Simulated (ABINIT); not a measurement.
# A GW chain in ABINIT: RbBH4 (F-43m)

How does a plane-wave GW calculation on RbBH4 (F-43m) run from the first input to the gap?

Method: PBEsol and many-body steps on it, plane waves, in ABINIT 10.8.3.

Report form: the programs' logs are mostly left out.

### Step 1. The structure

It takes space group F-43m (No. 216, cubic). Conventional cell: a = 6.906 Å, b = 6.906 Å, c = 6.906 Å, α = 90.00°, β = 90.00°, γ = 90.00°. Nearest to Rb lie 12 H at 2.92 Å and 6 B at 3.45 Å. Nearest to B lie 4 H at 1.23 Å and 6 Rb at 3.45 Å. Nearest to H lie 1 B at 1.23 Å and 6 H at 2.00 to 2.88 Å and 3 Rb at 2.92 Å. Farther neighbours are not listed.

The cell and positions are those that the Materials Project relaxed with its own functionals (PBE, PBE+U or r2SCAN), kept fixed.

### Step 2. Ground state

This step: ABINIT 10.8.3; DFT, PBEsol, plane waves, norm-conserving pseudopotentials.

The ground-state density comes first.

Contents of run.abi:

```
acell 3*1.0 Angstrom
rprim 
  -0.000000000000 3.453240220000 3.453240220000
  3.453240220000 -0.000000000000 3.453240220000
  3.453240220000 3.453240220000 -0.000000000000
ntypat 3
znucl 37 5 1
natom 6
typat 1 2 3 3 3 3
xred 
  0.000000000000 0.000000000000 0.000000000000
  0.500000000000 0.500000000000 0.500000000000
  0.602415200000 0.602415200000 0.602415200000
  0.192754400000 0.602415200000 0.602415200000
  0.602415200000 0.602415200000 0.192754400000
  0.602415200000 0.192754400000 0.602415200000
pp_dirpath "pseudos"
pseudos "Rb.upf, B.upf, H.upf"
ecut 34
ngkpt 6 6 6
nshiftk 1
shiftk 0 0 0
kptopt 1
chksymbreak 0
nband 15
occopt 1
tolvrs 1e-10
nstep 60
prtwf 0
optforces 0
optstress 0
indata_prefix "in"
outdata_prefix "out"
tmpdata_prefix "tmp"
```

On the command line:

```console
$ OMP_NUM_THREADS=1 mpirun -n 4 abinit run.abi > log
```

Run time: 28 s. Hardware: 4 MPI ranks of Arm Neoverse N1, shared host; peak memory 0.36 GiB; 1.9 min of CPU time.

Numbers from this step:

```yaml
total_energy: -880.6446 eV
gap: 5.909 eV
k_of_the_valence_top: 0, 0, 0
k_of_the_conduction_bottom: 0.5, 0.5, 0
least_direct_gap: 6.018 eV
```

The gap is indirect, with the least direct gap 0.11 eV higher.

### Step 3. Bands along the symmetry lines

The cheap functional maps the bands first; the places of the edges decide which points the dearer methods must see.

Contents of run.abi:

```
acell 3*1.0 Angstrom
rprim 
  -0.000000000000 3.453240220000 3.453240220000
  3.453240220000 -0.000000000000 3.453240220000
  3.453240220000 3.453240220000 -0.000000000000
ntypat 3
znucl 37 5 1
natom 6
typat 1 2 3 3 3 3
xred 
  0.000000000000 0.000000000000 0.000000000000
  0.500000000000 0.500000000000 0.500000000000
  0.602415200000 0.602415200000 0.602415200000
  0.192754400000 0.602415200000 0.602415200000
  0.602415200000 0.602415200000 0.192754400000
  0.602415200000 0.192754400000 0.602415200000
pp_dirpath "pseudos"
pseudos "Rb.upf, B.upf, H.upf"
ecut 34
iscf -2
irdden 1
kptopt 0
nkpt 50
kpt 
  0.00000000 0.00000000 0.00000000
  -0.06250000 -0.06250000 0.00000000
  -0.12500000 -0.12500000 0.00000000
  -0.18750000 -0.18750000 0.00000000
  -0.25000000 -0.25000000 0.00000000
  -0.31250000 -0.31250000 0.00000000
  -0.37500000 -0.37500000 0.00000000
  -0.43750000 -0.43750000 0.00000000
  -0.50000000 -0.50000000 0.00000000
  -0.48437500 -0.48437500 0.03125000
  -0.46875000 -0.46875000 0.06250000
  -0.45312500 -0.45312500 0.09375000
  -0.43750000 -0.43750000 0.12500000
  -0.42187500 -0.42187500 0.15625000
  -0.40625000 -0.40625000 0.18750000
  -0.39062500 -0.39062500 0.21875000
  -0.37500000 -0.37500000 0.25000000
  -0.37500000 0.00000000 0.37500000
  -0.32812500 0.00000000 0.32812500
  -0.28125000 0.00000000 0.28125000
  -0.23437500 0.00000000 0.23437500
  -0.18750000 0.00000000 0.18750000
  -0.14062500 0.00000000 0.14062500
  -0.09375000 0.00000000 0.09375000
  -0.04687500 0.00000000 0.04687500
  0.00000000 0.00000000 0.00000000
  0.00000000 0.00000000 0.06250000
  0.00000000 0.00000000 0.12500000
  0.00000000 0.00000000 0.18750000
  0.00000000 0.00000000 0.25000000
  0.00000000 0.00000000 0.31250000
  0.00000000 0.00000000 0.37500000
  0.00000000 0.00000000 0.43750000
  -0.00000000 0.00000000 0.50000000
  -0.06250000 -0.03125000 0.46875000
  -0.12500000 -0.06250000 0.43750000
  -0.18750000 -0.09375000 0.40625000
  -0.25000000 -0.12500000 0.37500000
  -0.31250000 -0.15625000 0.34375000
  -0.37500000 -0.18750000 0.31250000
  -0.43750000 -0.21875000 0.28125000
  -0.50000000 -0.25000000 0.25000000
  -0.50000000 -0.28125000 0.21875000
  -0.50000000 -0.31250000 0.18750000
  -0.50000000 -0.34375000 0.15625000
  -0.50000000 -0.37500000 0.12500000
  -0.50000000 -0.40625000 0.09375000
  -0.50000000 -0.43750000 0.06250000
  -0.50000000 -0.46875000 0.03125000
  -0.50000000 -0.50000000 0.00000000
istwfk *1
nband 15
nbdbuf 2
tolwfr 1e-08
nstep 40
prtwf 0
prtvol 0
indata_prefix "in"
outdata_prefix "out"
tmpdata_prefix "tmp"
```

Run time: 36 s. Hardware: 4 MPI ranks; peak memory 0.34 GiB; 2.4 min of CPU time.

Numbers from this step:

```
gap                        : 5.909 eV
k of the valence top       : 0, 0, 0
k of the conduction bottom : -0.5, -0.5, 0
least direct gap           : 6.018 eV
```

The gap is 5.909 eV, as in the run before at this level.

Electronic bands along the path, in eV, zero at the top of the highest filled band; v1 is the highest filled band, c1 the lowest empty one:

| point | v4 | v3 | v2 | v1 | c1 | c2 | c3 | c4 |
| --- | --- | --- | --- | --- | --- | --- | --- | --- |
| Γ | -5.71 | 0.00 | 0.00 | 0.00 | 6.17 | 7.51 | 7.51 | 7.51 |
| halfway | -5.35 | -0.65 | -0.07 | -0.07 | 6.39 | 7.21 | 8.97 | 8.97 |
| X | -5.33 | -0.75 | -0.11 | -0.11 | 5.91 | 8.26 | 9.73 | 10.24 |
| halfway | -5.28 | -0.75 | -0.18 | -0.13 | 6.10 | 8.43 | 9.28 | 10.35 |
| U | -5.18 | -0.79 | -0.29 | -0.19 | 6.64 | 8.40 | 9.02 | 10.11 |
| jump to K | -5.18 | -0.79 | -0.29 | -0.19 | 6.64 | 8.40 | 9.02 | 10.11 |
| halfway | -5.24 | -0.71 | -0.20 | -0.13 | 7.07 | 7.40 | 8.15 | 9.04 |
| Γ | -5.71 | 0.00 | 0.00 | 0.00 | 6.17 | 7.51 | 7.51 | 7.51 |
| halfway | -5.34 | -0.57 | -0.13 | -0.13 | 6.88 | 7.48 | 8.14 | 8.14 |
| L | -4.96 | -1.10 | -0.26 | -0.26 | 7.19 | 8.34 | 9.70 | 9.70 |
| halfway | -5.06 | -0.94 | -0.30 | -0.22 | 7.30 | 7.82 | 9.35 | 9.80 |
| W | -5.17 | -0.75 | -0.39 | -0.16 | 7.18 | 7.58 | 8.93 | 10.23 |
| halfway | -5.25 | -0.75 | -0.25 | -0.13 | 6.30 | 8.57 | 8.82 | 10.50 |
| X | -5.33 | -0.75 | -0.11 | -0.11 | 5.91 | 8.26 | 9.73 | 10.24 |

### Step 4. Empty states on the mesh, 2×2×2 mesh, 45 bands

The sums over transitions need many empty states on a uniform mesh; this step solves for them.

Contents of run.abi:

```
acell 3*1.0 Angstrom
rprim 
  -0.000000000000 3.453240220000 3.453240220000
  3.453240220000 -0.000000000000 3.453240220000
  3.453240220000 3.453240220000 -0.000000000000
ntypat 3
znucl 37 5 1
natom 6
typat 1 2 3 3 3 3
xred 
  0.000000000000 0.000000000000 0.000000000000
  0.500000000000 0.500000000000 0.500000000000
  0.602415200000 0.602415200000 0.602415200000
  0.192754400000 0.602415200000 0.602415200000
  0.602415200000 0.602415200000 0.192754400000
  0.602415200000 0.192754400000 0.602415200000
pp_dirpath "pseudos"
pseudos "Rb.upf, B.upf, H.upf"
ecut 34
ngkpt 2 2 2
nshiftk 1
shiftk 0 0 0
kptopt 1
chksymbreak 0
iscf -2
irdden 1
istwfk *1
nband 45
nbdbuf 4
tolwfr 1e-09
nstep 60
prtvol 0
indata_prefix "in"
outdata_prefix "out"
tmpdata_prefix "tmp"
```

Run time: 14 s. Hardware: 4 MPI ranks; peak memory 0.29 GiB; 54 s of CPU time.

Numbers from this step:

- gap: 5.909 eV
- k of the valence top: 0, 0, 0
- k of the conduction bottom: 0.5, 0.5, 0
- least direct gap: 6.018 eV
- k points computed: 3
- lowest point of the top converged band, above the valence top: 30.17 eV

On this mesh the gap is 5.909 eV.

### Step 5. Screening, 2×2×2 mesh, 41 bands, screening to 87.1 eV

The RPA dielectric matrix is built and inverted for each q.

This step: RPA screening on PBEsol, plane waves, norm-conserving pseudopotentials.

Edit run.abi of step 4 so:

```diff
@@ -24,10 +24,11 @@
 chksymbreak 0
-iscf -2
-irdden 1
 istwfk *1
-nband 45
-nbdbuf 4
-tolwfr 1e-09
-nstep 60
-prtvol 0
+occopt 1
+irdwfk 1
+optdriver 3
+nband 41
+ecuteps 3.2
+inclvkb 2
+awtr 1
+symchi 1
 indata_prefix "in"
```

It took 5.5 s on 4 MPI ranks; peak memory 0.19 GiB.

This step gave:

```yaml
eps_infinity_with_local_fields_on_this_mesh_along_the_program_s_q_direction: 2.327
the_same_without_local_fields: 2.675
plasma_frequency: 16.37 eV
plane_waves_in_the_screening_matrix: 169
```

Local fields lower ε∞ by 13 %. On a Γ-centred mesh this coarse the value itself is usually too large, while a short band sum pulls it down.

### Step 6. Self-energy, 2×2×2 mesh, 41 bands, screening to 87.1 eV

The self-energy is evaluated for the states that the input lists, and the levels follow from it, in one-shot runs by the linearised quasiparticle equation.

This step: G0W0 on PBEsol, plane waves, norm-conserving pseudopotentials.

Edit run.abi of step 5 so:

```diff
@@ -27,8 +27,17 @@
 irdwfk 1
-optdriver 3
+optdriver 4
 nband 41
+gwcalctyp 0
+ecutsigx 34
+symsigma 1
+nkptgw 2
+kptgw 
+  0.0000000000 0.0000000000 0.0000000000
+  0.5000000000 0.5000000000 0.0000000000
+bdgw 
+  6 12
+  7 10
 ecuteps 3.2
-inclvkb 2
-awtr 1
-symchi 1
+irdscr 1
+ppmodel 1
 indata_prefix "in"
```

It took 5.9 s on 4 MPI ranks; peak memory 0.19 GiB.

Numbers from this step:

```
G0W0 gap on the points computed              : 8.577 eV
starting gap on the mesh                     : 5.909 eV
k of the valence top                         : 0, 0, 0
k of the conduction bottom                   : 0.5, 0.5, 0
Z at the valence top                         : 0.825
Z at the conduction bottom                   : 0.878
least direct G0W0 gap on the computed points : 8.691 eV
```

The gap on the mesh goes from 5.91 eV to 8.58 eV, a correction of +2.67 eV.

Limits: finite bands, cutoff and mesh; no spin-orbit coupling; coarse k mesh. v1 is the top filled band, c1 the lowest empty one. The levels before and after the correction (eV, zero at the valence-band top of each column):

```
           conduction bottom  valence top
Kohn-Sham               5.91         0.00
     G0W0               8.58         0.00
```

```csv
,level,energy (eV)
Kohn-Sham,Γ v3-v1,0.000
Kohn-Sham,Γ c1,6.167
Kohn-Sham,Γ c2-c4,7.514
Kohn-Sham,(0.5 0.5 0) v2-v1,-0.110
Kohn-Sham,(0.5 0.5 0) c1,5.909
Kohn-Sham,(0.5 0.5 0) c2,8.256
G0W0,Γ v3-v1,0.000
G0W0,Γ c1,8.902
G0W0,Γ c2-c4,10.584
G0W0,(0.5 0.5 0) v2-v1,-0.114
G0W0,(0.5 0.5 0) c1,8.577
G0W0,(0.5 0.5 0) c2,11.189
```

### Step 7. Where the time went

Times are wall times on 4 MPI ranks of Arm Neoverse N1, shared host, good to a factor of about two.

| step | time | share | memory (GiB) |
| --- | --- | --- | --- |
| ground state | 28 s | 32 % | 0.36 |
| bands along the symmetry lines | 36 s | 40 % | 0.34 |
| empty states on the mesh | 14 s | 15 % | 0.29 |
| screening | 5.5 s | 6 % | 0.19 |
| self-energy | 5.9 s | 7 % | 0.19 |

### Step 8. Results

| Item | Value |
| --- | --- |
| PBEsol gap | 5.91 eV, indirect |
| G0W0 gap on the mesh | 8.58 eV |
| GW settings | 2×2×2 mesh, 41 bands, screening to 87.1 eV, Godby-Needs plasmon pole |
| known limits | not at the basis limit; no spin-orbit coupling; coarse k mesh |

**Reading.** G0W0 moves the gap on the mesh from 5.91 eV to 8.58 eV (+2.67 eV), with Z of 0.82 and 0.88 at the edges. Local fields lower the RPA ε∞ on this mesh from 2.67 to 2.33; a Γ-centred mesh this coarse tends to raise both, most where the direct gap is narrow, while a short band sum lowers them. Only 2 of the mesh's irreducible points were corrected, so a valley elsewhere could overtake. Bands and cutoff are finite, so the gap is not at the basis limit. The miss can reach some tenths of an eV and take either sign; the mesh is an error of its own. In the G0W0 run levels were corrected at 2 k points alone, so a gap called «on the mesh» is the least over those, and an edge elsewhere would be missed. The 2×2×2 mesh is coarse for this cell, which bears on the long-range parts of exchange and screening. The many-body steps are scalar-relativistic: spin-orbit coupling is not in them.

[Paths, hosts, dates, memory and timing lines, banners, echoed tables and standing remarks are left out of the program output.]

[Logs are printed without paths, hosts, clocks, repeated set-up lines and the standing remarks that a program may print on its own settings, such as how far it seeks lower states.]

[Runs of the session that timed out or met a known fault of the program may be left out.]

[Hosts, paths, dates, database ids (printed as entryN), source tags and the programs' standing remarks are cut or masked in the printed files.]

[G0W0 gaps are taken among the corrected bands and points alone; a level outside them can change the order at an edge.]

[Where Ansatz stands beside ABINIT at settings called matched, ABINIT's density can come from a denser mesh and the files from another edition; pairs whose starting gaps differed by over 0.03 eV were left out, so agreement reads better than it is.]
